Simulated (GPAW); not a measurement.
## Magnetic state of free-standing triangular Ti monolayer, spacing 2.603 A from several starts

Does free-standing triangular Ti monolayer, spacing 2.603 A prefer parallel or opposed moments, or none?

Calculated with GPAW 26.7.0; LDA; plane waves with GPAW's PAW setups, scalar-relativistic.

## Step 1: The system as given

The cell holds 1 atom: 1 Ti. Cell: a = 2.603 Å, b = 2.603 Å, c = 14.000 Å, α = 90.0°, β = 90.0°, γ = 120.0°. model lattice. Vacuum lies along c.

## Step 2: Order 1, typed as ferro +

The parallel start comes first: it fits the smallest cell, keeps the most symmetry and shows whether parallel moments form.

File order1.py:

```python
import json
import numpy as np
from ase import Atoms
from ase.parallel import paropen, parprint
from gpaw import GPAW

atoms = Atoms(['Ti'],
    cell=[[2.603, 0.0, 0.0],
         [-1.3015, 2.254264, 0.0],
         [0.0, 0.0, 14.0]],
    scaled_positions=[[0.0, 0.0, 0.5]],
    pbc=True,
    magmoms=[1.0])
atoms.calc = GPAW(mode={'name': 'pw', 'ecut': 550},
    xc='LDA',
    kpts={'size': (12, 12, 1), 'gamma': True},
    occupations={'name': 'fermi-dirac', 'width': 0.05},
    convergence={'density': 1e-05, 'energy': 1e-05},
    maxiter=200,
    symmetry={'tolerance': 1e-4},
    txt='order1.txt')
e = atoms.get_potential_energy(force_consistent=True)
res = {'free_energy': e, 'energy_sigma0': atoms.get_potential_energy(), 'fermi_energy': atoms.calc.get_fermi_level()}
res['moments'] = atoms.get_magnetic_moments().tolist()
res['total'] = atoms.get_magnetic_moment()
parprint('site moments (muB):', np.round(res['moments'], 3))
parprint(f"total moment: {res['total']:.3f} muB")
parprint(f'free energy: {e:.6f} eV')
atoms.calc.write('order1.gpw')
n = atoms.calc.get_pseudo_density()
up, down = (atoms.calc.get_pseudo_density(spin=i) for i in (0, 1))
np.savez('grids.npz', density=n, spin=up - down)
with paropen('results.json', 'w') as f:
    json.dump(res, f)
```

Started as:

```console
OMP_NUM_THREADS=1 mpirun -n 2 gpaw python order1.py > order1.log
```

The program printed:

```text
site moments (muB): [-0.]
total moment: -0.000 muB
free energy: -5.468684 eV

--- order1.txt ---
Input parameters:
  mode=PW(ecut=550),
  convergence={'density': 1e-05, 'energy': 1e-05},
  kpts=MonkhorstPack(size=(12, 12, 1), gamma=True),
  maxiter=200,
  occupations=Occupations(name='fermi-dirac', width=0.05),
  symmetry=Symmetry(tolerance=0.0001),
  xc=XC(name='LDA')

Diagonalizing LCAO Hamiltonian
Converting LCAO to pw mode

       Ti

Atoms  # Å, Bohr magnetons
|   | symbol |        x |        y |        z |    initial magnetic moments |
|---|--------|----------|----------|----------|-----------------------------|
| 0 |     Ti | 0.000000 | 0.000000 | 7.000000 | ( 0.0000,  0.0000,  1.0000) |

Unit cell  # Å
| periodic |         x |        y |         z |   lengths |     angles |
|----------|-----------|----------|-----------|-----------|------------|
|      yes |  2.603000 | 0.000000 |  0.000000 |  2.603000 |  90.000000 |
|      yes | -1.301500 | 2.254264 |  0.000000 |  2.603000 |  90.000000 |
|      yes |  0.000000 | 0.000000 | 14.000000 | 14.000000 | 120.000001 |

Number of symmetries: 24

BZ-sampling:
  Number of BZ points: 144
  Number of IBZ points: 19

  Monkhorst-Pack size: [12, 12, 1]
  Monkhorst-Pack shift: [0.041667, 0.041667, 0.0]

K-points  # in reciprocal-cell coordinates
|     |                                coordinates |     weight |
|-----|--------------------------------------------|------------|
|   0 | ( -0.00000000,  -0.00000000,   0.00000000) | 0.00694444 |
|   1 | (  0.08333333,  -0.00000000,   0.00000000) | 0.04166667 |
|   2 | (  0.16666667,  -0.08333333,   0.00000000) | 0.04166667 |
|   3 | (  0.16666667,  -0.00000000,   0.00000000) | 0.04166667 |
|   4 | (  0.25000000,  -0.08333333,   0.00000000) | 0.08333333 |
|   5 | (  0.25000000,  -0.00000000,   0.00000000) | 0.04166667 |
|   6 | (  0.33333333,  -0.16666667,   0.00000000) | 0.04166667 |
|   7 | (  0.33333333,  -0.08333333,   0.00000000) | 0.08333333 |
|   8 | (  0.33333333,  -0.00000000,   0.00000000) | 0.04166667 |
|   9 | (  0.33333333,   0.33333333,   0.00000000) | 0.01388889 |
| ... |                                            |            |
|  18 | (  0.50000000,   0.50000000,   0.00000000) | 0.02083333 |

Plane wave coefficients: 2435
Cutoff: 550.0 eV

Spin-components: 2 (collinear spins)
Bands:           12
Projectors:      6
Spin-degeneracy: 1
Datatype:        complex128

Parallelization:
  kpt:    2
  domain: 1
  band:   1

Density:
  Valence electrons: 12.0
  Components: 2
  Grid points: [15 15 80]
  Charge: 0.0  # |e|

Potential:
  Grid points: [15 15 80]

species:
  Ti:
    name:    Titanium
    Z:       22.0
    valence: 12
    core:    10
    charge:  0.0  # [|e|]
    compensation charges:
      type: gauss
      rc: 0.38  # [Å]
      lmax: 2
    cutoffs:
      filter: 2.23  # [Å]
      core: 1.02  # [Å]
    projectors
    | kind |    occ | energy [eV] | rcut [Å] |
    |------|--------|-------------|----------|
    |   3s |  2.000 |     -62.257 |    1.270 |
    |   4s |  2.000 |      -4.593 |    1.270 |
    |   3p |  6.000 |     -38.791 |    1.058 |
    |   4p |  0.000 |      -1.536 |    1.058 |
    |   3d |  2.000 |      -4.463 |    1.058 |
    |    d |        |      22.748 |    1.058 |

    Using partial waves for Ti as LCAO basis

Reference energy: -23173.949059  # eV

eigensolver:
  PPCG
  Converge bands: occupied
  niter=2

density mixing:
  MSR1-Mixer
  Pratt-step length: 0.05
  Maximum mixing coefficient: 0.75
  Old densities: 10
  SVD Regularization: 0.005
  Good broyden scale: 1.0
  Trust region scale: 1.0
  Backstep threshold: 4.0
  History deletion threshold: 6.0
  Fourier metric: weight=20.0, sigma=0.015

occupation numbers:
  Fermi-Dirac:
    width: 0.0500  # eV

poisson solver:
  ecut: 4400.0  # eV

xc functional:
  name: None

convergence criteria:
- Maximum integral of absolute [dens]ity change: 1e-05 electrons / valence electron
- Maximum [total energy] change in last 3 cyles: 1e-05 eV / valence electron
- Maximum integral of absolute [eigenst]ate change: 4e-08 eV^2 / valence electron
maximum number of iterations: 200

SCF iterations
|iter     |      energy | eigst |  dens |  magmom |
|---------|-------------|-------|-------|---------|
|iter:   1|       0s |   -6.039947 | +0.13 |       |  +1.0039|
|iter:   2|       1s |   -5.889998 | -2.01 | -0.87 |  +0.9905|
|iter:   3|       1s |   -5.402772 | -1.03 | -0.92 |  +0.9102|
|iter:   4|       2s |   -5.426788 | -2.33 | -1.37 |  +0.7883|
|iter:   5|       2s |   -5.441344 | -2.49 | -1.55 |  +0.6519|
|iter:   6|       3s |   -5.452947 | -2.66 | -1.63 |  +0.4251|
|iter:   7|       3s |   -5.455677 | -3.24 | -1.88 |  +0.3100|
|iter:   8|       4s |   -5.456801 | -4.12 | -2.14 |  +0.2211|
|iter:   9|       4s |   -5.457763 | -4.12 | -2.47 |  +0.1650|
|iter:  10|       5s |   -5.458594 | -4.04 | -2.60 |  +0.0731|
|iter:  11|       5s |   -5.458856 | -4.40 | -2.79 |  +0.0328|
|iter:  12|       6s |   -5.458883 | -5.03 | -3.10 |  -0.0039|
|iter:  13|       6s |   -5.458927c| -5.82 | -3.35 |  -0.0030|
|iter:  14|       7s |   -5.458913c| -6.63 | -3.81 |  -0.0006|
|iter:  15|       7s |   -5.458913c| -7.67c| -4.60 |  -0.0004|
|iter:  16|       7s |   -5.458913c| -7.99c| -5.04c|  -0.0001|

Converged in 16 steps
Energy contributions relative to reference atoms: (reference = -23173.949059)

Energy contributions:
  Kinetic:           3.065789
  Coulomb:          -0.662664
  Zero:             -0.112026
  External:          0.000000
  Xc:               -7.740241
  Entropy:          -0.019542
  Spinorbit:         0.000000
  ----------------------------
  Free energy:      -5.468684
  Extrapolated:     -5.458913

dipole moment: (-4.136273, -7.164234, 0.000000)  # |e|*Ang

Total magnetic moment: (0.000000, 0.000000, -0.000061)

Local magnetic moments
|        x |        y |         z |
|----------|----------|-----------|
| 0.000000 | 0.000000 | -0.000016 |  # Ti   0

Fermi level: -1.872
Eigenvalues  # (at kpt = [-0.000, -0.000, 0.000])
| band index |      eig [eV] | occ [0-1] |      eig [eV] | occ [0-1] |
|------------|---------------|-----------|---------------|-----------|
|          0 |       -57.766 |     1.000 |       -57.766 |     1.000 |
|          1 |       -34.317 |     1.000 |       -34.317 |     1.000 |
|          2 |       -33.578 |     1.000 |       -33.578 |     1.000 |
|          3 |       -33.578 |     1.000 |       -33.578 |     1.000 |
|          4 |        -6.028 |     1.000 |        -6.028 |     1.000 |
|          5 |        -2.355 |     1.000 |        -2.355 |     1.000 |
|          6 |        -1.701 |     0.032 |        -1.701 |     0.032 |
|          7 |        -0.637 |     0.000 |        -0.637 |     0.000 |
|          8 |        -0.637 |     0.000 |        -0.637 |     0.000 |
|          9 |         1.817 |     0.000 |         1.817 |     0.000 |
|         10 |         1.817 |     0.000 |         1.817 |     0.000 |
|         11 |         2.304 |     0.000 |         2.304 |     0.000 |

No gap
No difference between direct/indirect transitions
```

Run time: 11 s. Hardware: 2 MPI ranks of Intel Xeon Platinum 8488C (Sapphire Rapids), shared host; peak memory 0.4 GiB.

Numbers from this step:

```yaml
final_state: non-magnetic
```

After 16 cycles the seed has died away: no moment is left.

## Step 3: Order 2, typed as antiferro q=(0,1/2,0) +-

Another pattern of signs weighs the neighbour shells otherwise.

The cell is doubled to 2 atoms to hold this order. Its mesh is chosen so that both cells sample the same points.

order2.py is the script of step 2 with these lines changed:

```diff
@@ -6,12 +6,13 @@
 
-atoms = Atoms(['Ti'],
+atoms = Atoms(['Ti', 'Ti'],
     cell=[[2.603, 0.0, 0.0],
-         [-1.3015, 2.254264, 0.0],
+         [-2.603, 4.508528, 0.0],
          [0.0, 0.0, 14.0]],
-    scaled_positions=[[0.0, 0.0, 0.5]],
+    scaled_positions=[[0.0, 0.0, 0.5],
+         [0.0, 0.5, 0.5]],
     pbc=True,
-    magmoms=[1.0])
+    magmoms=[1.0, -1.0])
 atoms.calc = GPAW(mode={'name': 'pw', 'ecut': 550},
     xc='LDA',
-    kpts={'size': (12, 12, 1), 'gamma': True},
+    kpts={'size': (12, 6, 1), 'gamma': True},
     occupations={'name': 'fermi-dirac', 'width': 0.05},
@@ -20,3 +21,3 @@
     symmetry={'tolerance': 1e-4},
-    txt='order1.txt')
+    txt='order2.txt')
 e = atoms.get_potential_energy(force_consistent=True)
@@ -28,3 +29,3 @@
 parprint(f'free energy: {e:.6f} eV')
-atoms.calc.write('order1.gpw')
+atoms.calc.write('order2.gpw')
 n = atoms.calc.get_pseudo_density()
```

Started as:

```console
OMP_NUM_THREADS=1 mpirun -n 2 gpaw python order2.py > order2.log
```

The program printed:

```text
site moments (muB): [-0.  0.]
total moment: 0.000 muB
free energy: -10.937436 eV

--- order2.txt ---
Input parameters:
  mode=PW(ecut=550),
  convergence={'density': 1e-05, 'energy': 1e-05},
  kpts=MonkhorstPack(size=(12, 6, 1), gamma=True),
  maxiter=200,
  occupations=Occupations(name='fermi-dirac', width=0.05),
  symmetry=Symmetry(tolerance=0.0001),
  xc=XC(name='LDA')

Diagonalizing LCAO Hamiltonian
Converting LCAO to pw mode

         Ti
          Ti

Atoms  # Å, Bohr magnetons
|   | symbol |         x |        y |        z |    initial magnetic moments |
|---|--------|-----------|----------|----------|-----------------------------|
| 0 |     Ti |  0.000000 | 0.000000 | 7.000000 | ( 0.0000,  0.0000,  1.0000) |
| 1 |     Ti | -1.301500 | 2.254264 | 7.000000 | ( 0.0000,  0.0000, -1.0000) |

Unit cell  # Å
| periodic |         x |        y |         z |   lengths |     angles |
|----------|-----------|----------|-----------|-----------|------------|
|      yes |  2.603000 | 0.000000 |  0.000000 |  2.603000 |  90.000000 |
|      yes | -2.603000 | 4.508528 |  0.000000 |  5.206000 |  90.000000 |
|      yes |  0.000000 | 0.000000 | 14.000000 | 14.000000 | 120.000001 |

Number of symmetries: 4

BZ-sampling:
  Number of BZ points: 72
  Number of IBZ points: 38

  Monkhorst-Pack size: [12, 6, 1]
  Monkhorst-Pack shift: [0.041667, 0.083333, 0.0]

Plane wave coefficients: 4857
Cutoff: 550.0 eV

Spin-components: 2 (collinear spins)
Bands:           19
Projectors:      12
Spin-degeneracy: 1
Datatype:        complex128

Parallelization:
  kpt:    2
  domain: 1
  band:   1

Density:
  Valence electrons: 24.0
  Components: 2
  Grid points: [15 30 80]
  Charge: 0.0  # |e|

Potential:
  Grid points: [15 30 80]

[... setups left out ...]
Reference energy: -46347.898119  # eV

eigensolver:
  PPCG
  Converge bands: occupied
  niter=2

density mixing:
  MSR1-Mixer
  Pratt-step length: 0.05
  Maximum mixing coefficient: 0.75
  Old densities: 10
  SVD Regularization: 0.005
  Good broyden scale: 1.0
  Trust region scale: 1.0
  Backstep threshold: 4.0
  History deletion threshold: 6.0
  Fourier metric: weight=20.0, sigma=0.015

occupation numbers:
  Fermi-Dirac:
    width: 0.0500  # eV

poisson solver:
  ecut: 4400.0  # eV

xc functional:
  name: None

convergence criteria:
- Maximum integral of absolute [dens]ity change: 1e-05 electrons / valence electron
- Maximum [total energy] change in last 3 cyles: 1e-05 eV / valence electron
- Maximum integral of absolute [eigenst]ate change: 4e-08 eV^2 / valence electron
maximum number of iterations: 200

SCF iterations
|iter     |      energy | eigst |  dens |  magmom |
|---------|-------------|-------|-------|---------|
|iter:   1|       0s |  -12.063152 | +0.13 |       |  -0.0000|
|iter:   2|       4s |  -11.737534 | -1.62 | -0.87 |  +0.0000|
|iter:   3|       7s |  -10.839886 | -0.69 | -0.92 |  +0.0000|
|iter:   4|      10s |  -10.871251 | -2.10 | -1.43 |  -0.0000|
|iter:   5|      13s |  -10.911444 | -2.02 | -1.63 |  +0.0000|
|iter:   6|      17s |  -10.914061 | -2.50 | -1.90 |  -0.0000|
|iter:   7|      20s |  -10.917785 | -3.04 | -2.14 |  +0.0000|
|iter:   8|      23s |  -10.917909 | -3.92 | -2.71 |  -0.0000|
|iter:   9|      26s |  -10.917889c| -4.62 | -3.23 |  +0.0000|
|iter:  10|      29s |  -10.917893c| -5.36 | -3.96 |  -0.0000|
|iter:  11|      33s |  -10.917893c| -5.90 | -4.42 |  +0.0000|
|iter:  12|      36s |  -10.917893c| -6.49 | -4.82 |  +0.0000|
|iter:  13|      39s |  -10.917893c| -7.07 | -4.73 |  +0.0000|
|iter:  14|      41s |  -10.917893c| -7.47c| -5.15c|  +0.0000|

Converged in 14 steps
Energy contributions relative to reference atoms: (reference = -46347.898119)

Energy contributions:
  Kinetic:           6.131497
  Coulomb:          -1.325320
  Zero:             -0.223986
  External:          0.000000
  Xc:              -15.480541
  Entropy:          -0.039086
  Spinorbit:         0.000000
  ----------------------------
  Free energy:     -10.937436
  Extrapolated:    -10.917893

dipole moment: (-8.272544, -14.328465, 0.000001)  # |e|*Ang

Total magnetic moment: (0.000000, 0.000000, 0.000000)

Local magnetic moments
|        x |        y |         z |
|----------|----------|-----------|
| 0.000000 | 0.000000 | -0.000021 |  # Ti   0
| 0.000000 | 0.000000 |  0.000021 |  # Ti   1

Fermi level: -1.872
Eigenvalues  # (at kpt = [-0.000, 0.000, 0.000])
| band index |      eig [eV] | occ [0-1] |      eig [eV] | occ [0-1] |
|------------|---------------|-----------|---------------|-----------|
|          0 |       -57.766 |     1.000 |       -57.766 |     1.000 |
|        ... |               |           |               |           |
|          4 |       -34.081 |     1.000 |       -34.081 |     1.000 |
|          5 |       -33.890 |     1.000 |       -33.890 |     1.000 |
|          6 |       -33.578 |     1.000 |       -33.578 |     1.000 |
|          7 |       -33.578 |     1.000 |       -33.578 |     1.000 |
|          8 |        -6.028 |     1.000 |        -6.028 |     1.000 |
|          9 |        -4.142 |     1.000 |        -4.142 |     1.000 |
|         10 |        -2.814 |     1.000 |        -2.814 |     1.000 |
|         11 |        -2.355 |     1.000 |        -2.355 |     1.000 |
|         12 |        -1.701 |     0.032 |        -1.701 |     0.032 |
|         13 |        -0.637 |     0.000 |        -0.637 |     0.000 |
|         14 |        -0.637 |     0.000 |        -0.637 |     0.000 |
|         15 |         0.343 |     0.000 |         0.343 |     0.000 |
|         16 |         1.034 |     0.000 |         1.034 |     0.000 |
|         17 |         1.817 |     0.000 |         1.817 |     0.000 |
|         18 |         1.817 |     0.000 |         1.817 |     0.000 |

No gap
No difference between direct/indirect transitions
```

Wall time 49 s (2 MPI ranks); peak memory 0.61 GiB.

Numbers from this step:

| Quantity | Value |
| --- | --- |
| final state | non-magnetic |

It ends in the same state without moments as the first start; the 0.034 meV between them is numerical noise.

## Step 4: Run 3 (no spin polarisation)

A run without seeds gives the zero against which the gain from the moments is read.

File nospin.py:

```python
import json
import numpy as np
from ase import Atoms
from ase.parallel import paropen, parprint
from gpaw import GPAW

atoms = Atoms(['Ti'],
    cell=[[2.603, 0.0, 0.0],
         [-1.3015, 2.254264, 0.0],
         [0.0, 0.0, 14.0]],
    scaled_positions=[[0.0, 0.0, 0.5]],
    pbc=True)
atoms.calc = GPAW(mode={'name': 'pw', 'ecut': 550},
    xc='LDA',
    kpts={'size': (12, 12, 1), 'gamma': True},
    occupations={'name': 'fermi-dirac', 'width': 0.05},
    convergence={'density': 1e-05, 'energy': 1e-05},
    maxiter=200,
    symmetry={'tolerance': 1e-4},
    txt='nospin.txt')
e = atoms.get_potential_energy(force_consistent=True)
res = {'free_energy': e, 'energy_sigma0': atoms.get_potential_energy(), 'fermi_energy': atoms.calc.get_fermi_level()}
parprint(f'free energy: {e:.6f} eV')
atoms.calc.write('nospin.gpw')
with paropen('results.json', 'w') as f:
    json.dump(res, f)
```

Started as:

```console
OMP_NUM_THREADS=1 mpirun -n 2 gpaw python nospin.py > nospin.log
```

The program printed:

```text
free energy: -5.468684 eV

--- nospin.txt ---
Input parameters:
  mode=PW(ecut=550),
  convergence={'density': 1e-05, 'energy': 1e-05},
  kpts=MonkhorstPack(size=(12, 12, 1), gamma=True),
  maxiter=200,
  occupations=Occupations(name='fermi-dirac', width=0.05),
  symmetry=Symmetry(tolerance=0.0001),
  xc=XC(name='LDA')

Diagonalizing LCAO Hamiltonian
Converting LCAO to pw mode

       Ti

Atoms  # Å, Bohr magnetons
[...]
|------------|---------------|-----------|
|          0 |       -57.766 |     2.000 |
|          1 |       -34.317 |     2.000 |
|          2 |       -33.578 |     2.000 |
|          3 |       -33.578 |     2.000 |
|          4 |        -6.028 |     2.000 |
[...]
|          8 |        -0.637 |     0.000 |
|          9 |         1.817 |     0.000 |
|         10 |         1.817 |     0.000 |
|         11 |         2.304 |     0.000 |

No gap
No difference between direct/indirect transitions

[key lines of the parts left out:]
Free energy:      -5.468684
Converged in 11 steps
dipole moment: (-4.136274, -7.164236, 0.000000)  # |e|*Ang
Fermi level: -1.872
```

It took 6.6 s on 2 MPI ranks; peak memory 0.36 GiB; 13 s of CPU time.

This step gave:

```yaml
final_state: non-magnetic (no spin polarisation)
```

It ends in the same state without moments as the first start; the 1.0e-6 meV between them is numerical noise.

[end of part 1 of 2]

[Long decimals in the printed logs are rounded to 6 places.]

[Logs and program files are shortened in this print: banners, set-up blocks, solver, clock and traceback lines can be left out without a mark of their own.]

[Logs are printed without paths, hosts, clocks, repeated set-up lines and the standing remarks that a program may print on its own settings, such as how far it seeks lower states.]

[Hosts, paths, dates, database ids (printed as entryN), source tags and the programs' standing remarks are cut or masked in the printed files.]

[Where the starting crystal was built by hand or by swapping elements, it need not be the compound's stable phase.]

[Where a cell is said to come from a database of computed structures, the database is the Materials Project.]

[Runs that the program refused, that were killed for memory or that had too few empty states are not shown or counted.]

[Lattice constants of own cells that a recipe calls measured were typed without a cited source.]
